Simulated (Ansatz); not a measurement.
## Polymorphs of AlN told apart by optics

Method, alike for all: Ansatz, r2SCAN, independent particles, without spin-orbit coupling, line width 0.1 eV (Gaussian).

Structure 1:

The structure is cubic, space group F-43m (No. 216). Conventional cell: a = 4.368 Å, b = 4.368 Å, c = 4.368 Å, α = 90.00°, β = 90.00°, γ = 90.00°. Around Al on site a lie 4 N at 1.89 Å. N on site d has 4 Al at 1.89 Å as nearest neighbours.

Structure 2:

Symmetry: P6_3mc, No. 186, hexagonal system. The conventional cell has a = 3.113 Å, b = 3.113 Å, c = 4.981 Å, α = 90.00°, β = 90.00°, γ = 120.00°. Al on site b is surrounded by 4 N at 1.89 Å. Around N on site b lie 4 Al at 1.89 Å.

Spectrum A:

| E (eV) | Im ε |
| --- | --- |
| 0.00 | 0.00 |
| 0.25 | 0.00 |
| 0.50 | 0.00 |
| 0.75 | 0.00 |
| 1.00 | 0.00 |
| 1.25 | 0.00 |
| 1.50 | 0.00 |
| 1.75 | 0.00 |
| 2.00 | 0.00 |
| 2.25 | 0.00 |
| 2.50 | 0.00 |
| 2.75 | 0.00 |
| 3.00 | 0.00 |
| 3.25 | 0.00 |
| 3.50 | 0.00 |
| 3.75 | 0.00 |
| 4.00 | 0.00 |
| 4.25 | 0.00 |
| 4.50 | 0.00 |
| 4.75 | 0.01 |
| 5.00 | 0.35 |
| 5.25 | 0.58 |
| 5.50 | 0.73 |
| 5.75 | 1.11 |
| 6.00 | 2.15 |
| 6.25 | 2.77 |
| 6.50 | 3.29 |
| 6.75 | 3.79 |
| 7.00 | 4.32 |
| 7.25 | 4.92 |
| 7.50 | 5.72 |
| 7.75 | 6.95 |
| 8.00 | 6.76 |
| 8.25 | 6.71 |
| 8.50 | 6.94 |
| 8.75 | 8.08 |
| 9.00 | 6.08 |
| 9.25 | 4.39 |
| 9.50 | 2.87 |
| 9.75 | 2.54 |
| 10.00 | 3.37 |

Spectrum B:

```tsv
E (eV)	Im ε
0.00	0.00
0.25	0.00
0.50	0.00
0.75	0.00
1.00	0.00
1.25	0.00
1.50	0.00
1.75	0.00
2.00	0.00
2.25	0.00
2.50	0.00
2.75	0.00
3.00	0.00
3.25	0.00
3.50	0.00
3.75	0.00
4.00	0.00
4.25	0.00
4.50	0.00
4.75	0.00
5.00	0.05
5.25	0.43
5.50	0.62
5.75	0.75
6.00	0.85
6.25	0.95
6.50	1.06
6.75	2.21
7.00	3.13
7.25	4.23
7.50	5.09
7.75	6.78
8.00	6.76
8.25	7.53
8.50	7.77
8.75	8.88
9.00	7.46
9.25	5.73
9.50	5.38
9.75	5.29
10.00	4.87
```

Q: Match each spectrum to its structure.

A: A is structure 1 (F-43m, 10.4 Å³ an atom): least direct gap 4.85 eV, ε∞ = 4.25 along the first axis, strongest peak along the first axis at 8.76 eV. B is structure 2 (P6_3mc, 10.5 Å³ an atom): least direct gap 4.86 eV, ε∞ = 4.15 along the first axis, strongest peak along the first axis at 8.74 eV.

[Logs are printed without paths, hosts, clocks, repeated set-up lines and the standing remarks that a program may print on its own settings, such as how far it seeks lower states.]
